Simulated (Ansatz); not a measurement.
# ρ(T) of Ti (P6_3/mmc) in two numbers

Wanted: a compact model of ρ(T) for Ti (P6_3/mmc) and a check of it.

The resistivities were computed with Ansatz 0.2.0 (DFT PBE, scalar-relativistic, plane waves, PAW) from the linearised Boltzmann equation with harmonic phonons, on q 3×3×2, k 12×12×6, scattering 18×18×8; the fit below is done by hand on them.

**What experiment says.**

For Ti (bulk crystal), “CRC Handbook of Chemistry and Physics, 84th edition, Electrical Resistivity of Pure Metals” (2003, CRC Press, section 12, read from Wikipedia's data page) quotes earlier work: resistivity at 273 K 39 μΩ cm.

### Step 1. The data

It takes space group P6_3/mmc (No. 194, hexagonal). The conventional cell has a = 2.938 Å, b = 2.938 Å, c = 4.653 Å, α = 90.00°, β = 90.00°, γ = 120.00°. Around Ti on site c lie 12 Ti at 2.88 to 2.94 Å.

This is the relaxed cell of the run, from steps not shown here.

The mean resistivity of the three axes from 50 to 800 K, with one row held back; the colder rows stay outside the fit and test it at the end:

```tsv
T (K)	ρ (μΩ cm)
50	2.036
80	6.943
100	10.82
150	?
200	30.17
273	43.52
300	48.38
400	66.25
500	84.05
600	101.9
800	137.6
```

The resistivity is not converged: the component that moves most changes by 15 % between the two finest meshes at 300 K.

### Step 2. Model and fit

Bloch and Grüneisen's form is ρ(T) = A (T/Θ)⁵ J₅(Θ/T), with J₅(z) the integral of x⁵/((eˣ − 1)(1 − e⁻ˣ)) from 0 to z. It goes as T⁵ far below Θ and as A T/(4Θ) far above. For a trial Θ the best A is the geometric mean of ρ/[(T/Θ)⁵ J₅] over the rows, and the scatter of that ratio measures the fit:

```tsv
Θ (K)	A (μΩ cm)	scatter (%)
174	99.94	25.8
232	144.1	13.8
260	168.5	7.4
290	197.3	1.2
320	229.1	7.2
362	279.3	17.6
436	386.0	35.9
```

The scatter is least at Θ = 290 K, with A = 197.3 μΩ cm (1.2 % r.m.s.).

```tsv
T (K)	computed	fit
50	2.036	2.012
80	6.943	7.098
100	10.82	11.03
200	30.17	30.34
273	43.52	43.64
300	48.38	48.47
400	66.25	66.09
500	84.05	83.48
600	101.9	100.7
800	137.6	135.1
```

### Step 3. Prediction and check

At T = 150 K, Θ/T = 1.933, J₅ = 2.858 and (T/Θ)⁵ = 0.03702, so the fit gives 20.88 μΩ cm. The computed value is 20.69 μΩ cm: the fit is off by +0.91 %. Outside its range, at 20 K, it gives 0.0382 against 0.0451 μΩ cm computed, 0.85 times that; at that temperature the run's own test moves by 36 % between meshes in the component that moves most. Among the rows used, the largest miss is +2.2 %, at 80 K.

### Step 4. Reading Θ and A

Θ = 290 K is 1.55 times ħω_log/k_B (187 K) and 0.72 of the highest phonon frequency (405 K). The high-temperature slope of the fit, A/(4Θ), is 0.170 μΩ cm/K. The same slope from the run's transport coupling and plasma energy, 2π k_B λ_tr/(ħ ε₀ ω_p²) with λ_tr = 0.605, 0.605, 0.648 (xx, yy, zz) and ħω_p = 3.80 eV, is 0.173 μΩ cm/K in the mean of the axes, +1.5 % from it. For comparison, the computed rows rise by 0.179 μΩ cm/K between the two hottest.

### Step 5. Outcome

```yaml
theta: 290 K
a: 197.3 μΩ cm
scatter_of_the_fit: 1.2 %
held_back_row_at_150_k_fit_against_computed: 20.88 against 20.69 μΩ cm
```

In words: Two numbers, Θ = 290 K and A = 197 μΩ cm, hold the computed ρ(T) from 50 to 800 K within 1.25 % r.m.s. and predict the held-back row within 0.91 %. At 20 K, outside the rows fitted, it gives 0.85 times the computed value. By the run's own test the resistivity at 300 K moves by 15 % between its two finest scattering meshes, in the component that moves most. The fit describes the calculation: impurities, thermal expansion, changes of phase and anharmonicity are in neither.

Calculation against experiment:

| quantity | measured | q 3×3×2, fine 18×18×8 |
| --- | --- | --- |
| resistivity at 273 K (computed: phonon part alone; the measured value holds the sample's residual resistivity) (μΩ cm) | 39 | 43.52 (+11.6 %) |

Measured values from CRC Press, section 12, read from Wikipedia's data page (2003).

Verdict: The resistivity at 273 K is off by +11.6 %: fair agreement.

[Logs are printed without paths, hosts, clocks, repeated set-up lines and the standing remarks that a program may print on its own settings, such as how far it seeks lower states.]

[Hosts, paths, dates, database ids (printed as entryN), source tags and the programs' standing remarks are cut or masked in the printed files.]
